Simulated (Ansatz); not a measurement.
# Pb wire along [100], 16 atoms a period: bands by functional and under strain, part 3 of 3

Aim: is the Pb wire along [100], 16 atoms a period a metal or a semiconductor?

Ansatz 0.2.0; DFT PBE, plane waves, PAW; relaxation of a wire's period (the session's first sound run).

So far. Step 6 (Another level of theory, cutoff 500 eV, k-mesh 1×1×14): Bands cross the Fermi level, as under PBE at the relaxed period. Step 7 (With spin-orbit coupling, k-mesh 1×1×12): Bands cross the Fermi level, as under PBE at the relaxed period, with no moment.

## (8) At a strained period, period over the relaxed period 1.03

This step: DFT PBE, plane waves, PAW; relaxation at a fixed period (Ansatz 0.2.0).

The period is set to 1.03 times the relaxed one and the atoms relax within it: strain changes bond lengths and angles, which shifts the bands against each other. Against the first PBE run of this kind, the mesh along the wire has 14 points against 18.

The cell differs from the one that the last finished run ended in (c 4.457 → 4.591 Å).

Contents of input.yaml:

```yaml
crystal:
  lattice:
    - [14.345, 0.0, 0.0]
    - [0.0, 14.345, 0.0]
    - [0.0, 0.0, 4.5910008289]
  atoms:
    - { symbol: Pb, position: [0.242000505, 0.242000505, 0.0] }
    - { symbol: Pb, position: [0.224041322, 0.594137243, 0.0] }
    - { symbol: Pb, position: [0.405661696, 0.405661696, 0.0] }
    - { symbol: Pb, position: [0.405862757, 0.775958678, 0.0] }
    - { symbol: Pb, position: [0.594137243, 0.224041322, 0.0] }
    - { symbol: Pb, position: [0.594338304, 0.594338304, 0.0] }
    - { symbol: Pb, position: [0.775958678, 0.405862757, 0.0] }
    - { symbol: Pb, position: [0.757999495, 0.757999495, 0.0] }
    - { symbol: Pb, position: [0.224041322, 0.405862757, 0.5] }
    - { symbol: Pb, position: [0.242000505, 0.757999495, 0.5] }
    - { symbol: Pb, position: [0.405862757, 0.224041322, 0.5] }
    - { symbol: Pb, position: [0.405661696, 0.594338304, 0.5] }
    - { symbol: Pb, position: [0.594338304, 0.405661696, 0.5] }
    - { symbol: Pb, position: [0.594137243, 0.775958678, 0.5] }
    - { symbol: Pb, position: [0.757999495, 0.242000505, 0.5] }
    - { symbol: Pb, position: [0.775958678, 0.594137243, 0.5] }
kpoints:
  mp_grid: { grid: [1, 1, 14] }
  band_path: { path: ["Γ", Z], npoints: 50 }
scf:
  occupations: { method: fermi_dirac, width: 0.05 }
hamiltonian:
  xc: pbe
relax:
  max_steps: 40
  f_tol: 0.02
output:
  stress: true
```

Run with:

```
$ ansatz run input.yaml --threads 8 --pin off --max-ram 16384MiB --backend cpu --events-out ev --progress --plain --runs-dir out
```

Numbers of over 12 decimals in the logs are rounded to 6 here.

What it wrote:

```text
Warning: output.stress: scf.convergence.dr2_threshold = 1e-7 eV (the SCF's general default) is looser than the 1.6e-9 eV advised for a printed stress (1e-10 eV for each atom of the cell: 16). What an SCF threshold leaves in a stress goes as its square root, and in the free energy as the threshold itself, and one threshold admits the most on a small cell: [figures from the program's tests cut] Every solve of this run  [...]
[...]
Crystal: 16 atoms, lattice volume = 944.732 Å³
Basis set: ecut = 420 eV, 18443 PW (Γ), exchange–correlation on 192×192×64 points (8 copies of the dense FFT grid, shifted against one another)
Bands: 135, of which v1, the nominal top of the filled ones, is band 112 counted from 1 (111 counted from 0)
Symmetry: 16 space group operations
[...]
k-points: 8 of 14
[...]
SCF iter   1: F=—  HF=-190499.410187 eV  |F-HF|=—  |Δ(HF+E_count)|=         —  Δρ=1.63e-3  dr2=6.09e-2  ethr=1.77e-3  ⟨swp⟩=6.1  Hψ=4211  notcnv=0  defer=15
[...]
SCF iter   6: F=-190499.406145 eV  HF=-190499.406146 eV  |F-HF|=9.11e-7  |Δ(HF+E_count)|=   1.14e-5  Δρ=1.38e-5  dr2=2.50e-6  ethr=4.46e-9  ⟨swp⟩=4.0  Hψ=4383  notcnv=0
SCF 1 converged in 6 iterations: F = -190499.406145 eV  dr2 = 2.50e-6
[...]
relax step   1: F+E_penalty+E_count = -190499.40614514 eV  Δ(F+E_penalty+E_count) = +0.000e0 eV  max|allowed force component| = 1.071e-1 eV/Å  Δτ_max = 0.0000 Å  (6 SCF iters, dr2 threshold 1.00e-5 eV, accepted)
[...]
SCF iter   6: F=-190499.444163 eV  HF=-190499.444163 eV  |F-HF|=4.52e-8  |Δ(HF+E_count)|=   5.23e-7  Δρ=4.72e-6  dr2=2.37e-7  ethr=3.20e-10  ⟨swp⟩=4.0  Hψ=4179  notcnv=0
SCF 2 converged in 6 iterations: F = -190499.444163 eV  dr2 = 2.37e-7
[...]
relax step   2: F+E_penalty+E_count = -190499.44416347 eV  Δ(F+E_penalty+E_count) = -3.802e-2 eV  max|allowed force component| = 2.204e-2 eV/Å  Δτ_max = 0.0662 Å  (6 SCF iters, dr2 threshold 7.16e-7 eV, accepted)
SCF iter   1: F=—  HF=-190499.445223 eV  |F-HF|=—  |Δ(HF+E_count)|=         —  Δρ=1.62e-4  dr2=3.31e-4  ethr=9.85e-7  ⟨swp⟩=3.2  Hψ=2572  notcnv=0  defer=74
[...]
SCF iter   6: F=-190499.445588 eV  HF=-190499.445588 eV  |F-HF|=5.88e-9  |Δ(HF+E_count)|=   1.62e-8  Δρ=7.51e-7  dr2=1.23e-8  ethr=4.46e-11  ⟨swp⟩=5.0  Hψ=3248  notcnv=0
SCF 3 converged in 6 iterations: F = -190499.445588 eV  dr2 = 1.23e-8
[...]
relax step   3: F+E_penalty+E_count = -190499.44558756 eV  Δ(F+E_penalty+E_count) = -1.424e-3 eV  max|allowed force component| = 1.169e-2 eV/Å  Δτ_max = 0.0126 Å  (6 SCF iters, accepted)
[...]
the band table was solved once a step of the walk had ended and its energy, with any forces and stress, was formed, with the checks that follow a solve (4908 applications of the Hamiltonian). They found nothing against the state; the energy, forces and stress were not computed again (output.eigenvalues in the input reference)
[...]
SCF converged after 6 iterations
Free energy (F): -190499.445588 eV
[...]
Internal energy: -190499.394190 eV  (E = F + TS)
E sigma→0 (E₀):  -190499.419889 eV
Entropy (-TS):   -0.051398 eV (-3.212 meV/atom)
Fermi energy:    3.716503 eV
[...]
--- Forces (eV/Å), atoms counted from 1 ---
  atom   1  Pb    -0.00194913    -0.00194913    -0.00000000
  atom   2  Pb     0.00441349     0.01168659    -0.00000000
  atom   3  Pb    -0.00317337    -0.00317337    -0.00000000
  atom   4  Pb    -0.01168659    -0.00441349    -0.00000000
  atom   5  Pb     0.01168659     0.00441349     0.00000000
  atom   6  Pb     0.00317337     0.00317337     0.00000000
  atom   7  Pb    -0.00441349    -0.01168659     0.00000000
  atom   8  Pb     0.00194913     0.00194913     0.00000000
  atom   9  Pb     0.00441349    -0.01168659     0.00000000
  atom  10  Pb    -0.00194913     0.00194913    -0.00000000
  atom  11  Pb    -0.01168659     0.00441349     0.00000000
  atom  12  Pb    -0.00317337     0.00317337    -0.00000000
  atom  13  Pb     0.00317337    -0.00317337     0.00000000
  atom  14  Pb     0.01168659    -0.00441349    -0.00000000
  atom  15  Pb     0.00194913    -0.00194913     0.00000000
  atom  16  Pb    -0.00441349     0.01168659    -0.00000000
  max |Σ_I F_I| component: 8.67e-18 eV/Å
--- Stress (GPa, compression-positive) ---
       -0.016515       0.000000      -0.000000
        0.000000      -0.016515       0.000000
       -0.000000       0.000000      -0.538533
  P = ⅓ Tr σ = -0.1905 GPa (-1.905 kbar)
--- Band table (eV; the first three rows and the last of 8) ---
  k-point 0: bands = [... 108 lower, 3.5026, 3.5493, 3.5493, 3.8594, 4.3254, 4.3774, 4.4450, 4.7055, ... 19 higher]
  k-point 1: bands = [... 108 lower, 3.5358, 3.8039, 3.8039, 3.8737, 4.2864, 4.2864, 4.3255, 4.5156, ... 19 higher]
  k-point 2: bands = [... 108 lower, 3.3640, 3.3640, 3.6128, 3.9357, 4.1327, 4.5970, 4.6701, 4.6701, ... 19 higher]
  k-point 7: bands = [... 108 lower, 2.8687, 2.8687, 3.0587, 3.0587, 3.6693, 3.6693, 4.2041, 4.2041, ... 19 higher]
--- Relaxed structure (3 steps of the walk, 3 accepted, 0 SCFs on fresh bases) ---
  F+E_penalty+E_count = -190499.44558756 eV   max|allowed force component| = 1.169e-2 eV/Å
  atoms:
    - { symbol: Pb, position: [0.244644, 0.244644, 0] }
    - { symbol: Pb, position: [0.227849, 0.594255, 0] }
    - { symbol: Pb, position: [0.407027, 0.407027, 0] }
    - { symbol: Pb, position: [0.405745, 0.772151, 0] }
    - { symbol: Pb, position: [0.594255, 0.227849, 0] }
    - { symbol: Pb, position: [0.592973, 0.592973, 0] }
    - { symbol: Pb, position: [0.772151, 0.405745, 0] }
    - { symbol: Pb, position: [0.755356, 0.755356, 0] }
    - { symbol: Pb, position: [0.227849, 0.405745, 0.5] }
    - { symbol: Pb, position: [0.244644, 0.755356, 0.5] }
    - { symbol: Pb, position: [0.405745, 0.227849, 0.5] }
    - { symbol: Pb, position: [0.407027, 0.592973, 0.5] }
    - { symbol: Pb, position: [0.592973, 0.407027, 0.5] }
    - { symbol: Pb, position: [0.594255, 0.772151, 0.5] }
    - { symbol: Pb, position: [0.755356, 0.244644, 0.5] }
    - { symbol: Pb, position: [0.772151, 0.594255, 0.5] }
```

Elapsed: 54 s, on 8 threads of Intel Xeon at 2.70GHz, shared host; peak memory 6.4 GiB; 6.3 min of CPU time.

Step by step:

| step | energy less that of the first step (eV) | largest force component (eV/Å) |
| --- | --- | --- |
| 1 | 0.0000 | 0.1071 |
| 2 | -0.0380 | 0.0220 |
| 3 | -0.0394 | 0.0117 |

Forces are held to the 16 operations that the run works with; a distortion that breaks them can't arise in this run.

The atoms that moved most (Å):

```csv
atom,dx,dy,dz,length
Pb14,0.002,-0.055,0.000,0.055
Pb16,-0.055,0.002,0.000,0.055
Pb4,-0.002,-0.055,0.000,0.055
Pb7,-0.055,-0.002,0.000,0.055
Pb5,0.002,0.055,0.000,0.055
Pb2,0.055,0.002,0.000,0.055
Pb11,-0.002,0.055,0.000,0.055
Pb9,0.055,-0.002,0.000,0.055
```

Final coordinates:

```
Pb
1.0
    14.34500    0.00000    0.00000
     0.00000   14.34500    0.00000
     0.00000    0.00000    4.59100
Pb
16
Direct
  0.24464 0.24464 0.00000
  0.22785 0.59425 0.00000
  0.40703 0.40703 0.00000
  0.40575 0.77215 0.00000
  0.59425 0.22785 0.00000
  0.59297 0.59297 0.00000
  0.77215 0.40575 0.00000
  0.75536 0.75536 0.00000
  0.22785 0.40575 0.50000
  0.24464 0.75536 0.50000
  0.40575 0.22785 0.50000
  0.40703 0.59297 0.50000
  0.59297 0.40703 0.50000
  0.59425 0.77215 0.50000
  0.75536 0.24464 0.50000
  0.77215 0.59425 0.50000
```

This step gave:

```
energy at zero smearing : -190499.4199 eV
```

The electronic bands at the labelled points (eV, zero at the Fermi level; # counts the bands kept):

```
  point    #24    #25    #26    #27    #28   #29   #30   #31
      Γ  -0.17  -0.17   0.14   0.61   0.66  0.73  0.99  0.99
halfway  -0.80  -0.36  -0.34  -0.29   0.53  0.79  0.79  1.18
      Z  -0.85  -0.66  -0.66  -0.05  -0.05  0.49  0.49  1.26
```

Bands cross the Fermi level, as under PBE at the relaxed period.

## (9) Strain along the wire, period over the relaxed period 0.97

The period is set to 0.97 times the relaxed one and the atoms relax within it: strain changes bond lengths and angles, which shifts the bands against each other. Against the first PBE run of this kind, the mesh along the wire has 14 points against 18.

The cell differs from the one that the last finished run ended in (c 4.591 → 4.324 Å).

Changes to input.yaml since step 8:

```diff
@@ -4,3 +4,3 @@
     - [0.0, 14.345, 0.0]
-    - [0.0, 0.0, 4.5910008289]
+    - [0.0, 0.0, 4.3235638875]
   atoms:
```

What it wrote:

```text
[...]
Crystal: 16 atoms, lattice volume = 889.699 Å³
Basis set: ecut = 420 eV, 17347 PW (Γ), exchange–correlation on 192×192×60 points (8 copies of the dense FFT grid, shifted against one another)
Bands: 135, of which v1, the nominal top of the filled ones, is band 112 counted from 1 (111 counted from 0)
Symmetry: 16 space group operations
[...]
- { symbol: Pb, position: [0.594069, 0.220361, 0.0] }
    - { symbol: Pb, position: [0.595713, 0.595713, 0.0] }
    - { symbol: Pb, position: [0.779639, 0.405931, 0.0] }
    - { symbol: Pb, position: [0.761527, 0.761527, 0.0] }
[...]
- { symbol: Pb, position: [0.595713, 0.404287, 0.500000] }
    - { symbol: Pb, position: [0.594069, 0.779639, 0.500000] }
    - { symbol: Pb, position: [0.761527, 0.238473, 0.500000] }
    - { symbol: Pb, position: [0.779639, 0.594069, 0.500000] }
[key lines of the parts left out:]
SCF converged after 6 iterations
Free energy (F): -190499.471953 eV
Fermi energy:    4.279719 eV
P = ⅓ Tr σ = 0.1163 GPa (1.163 kbar)
```

Run time: 51 s. Hardware: 8 threads; peak memory 6.1 GiB.

Relaxation path:

```
step  energy less that of the first step (eV)  largest force component (eV/Å)
   1                                   0.0000                          0.1489
   2                                  -0.0481                          0.0273
   3                                  -0.0507                          0.0163
```

The run keeps the 16 symmetry operations that it works with, so distortions that break them were not tested.

The atoms that moved most (Å):

```
atom      dx      dy     dz  length
 Pb1  -0.051  -0.051  0.000   0.072
Pb10  -0.051   0.051  0.000   0.072
Pb15   0.051  -0.051  0.000   0.072
 Pb8   0.051   0.051  0.000   0.072
 Pb9  -0.053   0.001  0.000   0.053
Pb11   0.001  -0.053  0.000   0.053
 Pb5  -0.001  -0.053  0.000   0.053
 Pb2  -0.053  -0.001  0.000   0.053
```

The relaxed structure:

```xyz
16
Lattice="14.3450 0.0000 0.0000 0.0000 14.3450 0.0000 0.0000 0.0000 4.3236" Properties=species:S:1:pos:R:3
Pb    3.4209    3.4209    0.0000
Pb    3.1611    8.5219    0.0000
Pb    5.7995    5.7995    0.0000
Pb    5.8231   11.1839    0.0000
Pb    8.5219    3.1611    0.0000
Pb    8.5455    8.5455    0.0000
Pb   11.1839    5.8231    0.0000
Pb   10.9241   10.9241    0.0000
Pb    3.1611    5.8231    2.1618
Pb    3.4209   10.9241    2.1618
Pb    5.8231    3.1611    2.1618
Pb    5.7995    8.5455    2.1618
Pb    8.5455    5.7995    2.1618
Pb    8.5219   11.1839    2.1618
Pb   10.9241    3.4209    2.1618
Pb   11.1839    8.5219    2.1618
```

Numbers from this step:

| Item | Value |
| --- | --- |
| energy at zero smearing | -190499.4511 eV |

Bands cross the Fermi level, as under PBE at the relaxed period.

## (10) A varied input

This step: DFT LDA, plane waves, PAW; bands of a perfect wire at the PBE geometry; changed: hamiltonian.pseudopotentials = {"kind": "paw", "source": "jth"}, kpoints.mp_grid.grid = [1, 1, 9] (Ansatz 0.2.0).

The atoms of the band run (LDA) are kept and the input is varied, to see whether the result depends on it.

Changes to input.yaml since step 9:

```diff
@@ -4,3 +4,3 @@
     - [0.0, 14.345, 0.0]
-    - [0.0, 0.0, 4.3235638875]
+    - [0.0, 0.0, 4.4572823582]
   atoms:
@@ -23,3 +23,3 @@
 kpoints:
-  mp_grid: { grid: [1, 1, 14] }
+  mp_grid: { grid: [1, 1, 9] }
   band_path: { path: ["Γ", Z], npoints: 50 }
@@ -28,7 +28,3 @@
 hamiltonian:
-  xc: pbe
-relax:
-  max_steps: 40
-  f_tol: 0.02
-output:
-  stress: true
+  xc: lda
+  pseudopotentials: { kind: paw, source: jth }
```

What it wrote:

```text
Warning: <dir> the checks of this Pb dataset prove no rule for summing its radial tables, as where they were carried onto another mesh than they were made on, and Gregory's rule is taken, under which a leading mesh point left out moves its sums only by what lay on the interval it spanned. That does not make them correct, and they differ from Quantum ESPRESSO's on this file; a re-export a fraction of a mesh step off can move them. hamiltonian.pseudopotentials.radial_quadrature: simpson_from_first_knot sums it by `pw.x`'s rule; on a PAW file no value gives `pw.x`'s numbers. What more to know: hamiltonian.pseudopotentials.radial_quadrature, in the input reference
[...]
Crystal: 16 atoms, lattice volume = 917.215 Å³
Basis set: ecut = 1800 eV, 159079 PW (Γ)
Bands: 135, of which v1, the nominal top of the filled ones, is band 112 counted from 1 (111 counted from 0)
Symmetry: 16 space group operations
[...]
k-points: 5 of 9
[...]
SCF iter   8: F=-184649.302795 eV  HF=-184649.302795 eV  |F-HF|=4.51e-8  |Δ(HF+E_count)|=   4.76e-7  Δρ=2.47e-6  dr2=7.60e-8  ethr=4.46e-11  ⟨swp⟩=13.8  Hψ=4235  notcnv=0
SCF 1 converged in 8 iterations: F = -184649.302795 eV  dr2 = 7.60e-8
[...]
SCF converged after 8 iterations
Free energy (F): -184649.302795 eV
[...]
Internal energy: -184649.238302 eV  (E = F + TS)
E sigma→0 (E₀):  -184649.270549 eV
Entropy (-TS):   -0.064493 eV (-4.031 meV/atom)
Fermi energy:    3.356555 eV
[...]
--- Band table (eV; the first three rows and the last of 5) ---
  k-point 0: bands = [... 108 lower, 3.2197, 3.2197, 3.3334, 3.5218, 4.0590, 4.2078, 4.2548, 4.4142, ... 19 higher]
  k-point 1: bands = [... 108 lower, 2.9872, 3.3576, 3.3576, 3.5765, 4.0008, 4.1176, 4.1176, 4.4234, ... 19 higher]
  k-point 2: bands = [... 108 lower, 2.5720, 2.5720, 3.0993, 3.2278, 3.2843, 3.6896, 4.1484, 4.1484, ... 19 higher]
  k-point 4: bands = [... 108 lower, 2.5452, 2.5581, 2.5581, 2.7860, 2.9235, 3.7277, 3.7277, 3.7471, ... 19 higher]
```

Run time: 6.1 min. Hardware: 8 threads; peak memory 12 GiB.

Residual by cycle:

cycle, log10 residual and a bar from the least value:
```
        1        0.5 ##############################
        2        0.4 ##############################
        3       -0.6 ##########################
        4       -2.1 ####################
        5       -3.5 ##############
        6       -4.8 #########
        7       -5.7 #####
        8       -7.1
```

The run finished with changed settings (hamiltonian.pseudopotentials = {"kind": "paw", "source": "jth"} and kpoints.mp_grid.grid = [1, 1, 9]); it serves as a test.

## (11) A repeat with changed settings

This step: DFT LDA, plane waves, PAW; bands of a perfect wire at the PBE geometry; changed: accuracy = "high", scf.mixing.preconditioner = "resta", hamiltonian.pseudopotentials = {"kind": "nc", "accuracy": "standard"} (Ansatz 0.2.0).

The atoms of the band run (LDA) are kept and the input is varied, to see whether the result depends on it.

Changes to input.yaml since step 10:

```diff
@@ -23,3 +23,3 @@
 kpoints:
-  mp_grid: { grid: [1, 1, 9] }
+  mp_grid: { grid: [1, 1, 14] }
   band_path: { path: ["Γ", Z], npoints: 50 }
@@ -27,4 +27,6 @@
   occupations: { method: fermi_dirac, width: 0.05 }
+  mixing: { preconditioner: resta }
 hamiltonian:
   xc: lda
-  pseudopotentials: { kind: paw, source: jth }
+  pseudopotentials: { kind: nc, accuracy: standard }
+accuracy: high
```

What it wrote:

```text
[...]
Crystal: 16 atoms, lattice volume = 917.215 Å³
Basis set: ecut = 761.918815 eV, 43709 PW (Γ)
Bands: 135, of which v1, the nominal top of the filled ones, is band 112 counted from 1 (111 counted from 0)
Symmetry: 16 space group operations
[...]
k-points: 8 of 14
[...]
--- Band table (eV; the first three rows and the last of 8) ---
  k-point 0: bands = [... 108 lower, 3.7127, 3.7127, 3.8280, 4.0228, 4.5565, 4.6973, 4.7544, 4.9143, ... 19 higher]
  k-point 1: bands = [... 108 lower, 3.6052, 4.0422, 4.0700, 4.0700, 4.4984, 4.4984, 4.6033, 4.8108, ... 19 higher]
  k-point 2: bands = [... 108 lower, 3.5420, 3.5635, 3.5635, 4.0393, 4.3493, 4.7225, 4.7458, 4.7458, ... 19 higher]
  k-point 7: bands = [... 108 lower, 2.9350, 2.9350, 3.1961, 3.1961, 3.7985, 3.7985, 4.2874, 4.2874, ... 19 higher]
[key lines of the parts left out:]
SCF converged after 11 iterations
Free energy (F): -30585.437377 eV
Fermi energy:    3.887543 eV
```

Elapsed: 1.7 min, on 8 threads; peak memory 12 GiB.

Numbers from this step:

| Quantity | Value |
| --- | --- |
| energy at zero smearing | -30585.4190 eV |

It took 1.7 min against 34 s for the run it varies.

## (12) All levels side by side

## (13) Outcome

```yaml
cell_length_pbe: 4.457 Å
gap_period_scaled_by_1p03: none
gap_period_scaled_by_0p97: none
ballistic_conductance_by_band_crossings_a_lower_bound_pbe: 7 G₀
```

Under PBE the cell's length is 4.46 Å, and the bands cross the Fermi level 7 times between Γ and Z, which gives a perfect wire at least 7 G₀ (opposite crossings within one step of the path cancel in such a count).

[Logs are printed without paths, hosts, clocks, repeated set-up lines and the standing remarks that a program may print on its own settings, such as how far it seeks lower states.]

[Hosts, paths, dates, database ids (printed as entryN), source tags and the programs' standing remarks are cut or masked in the printed files.]
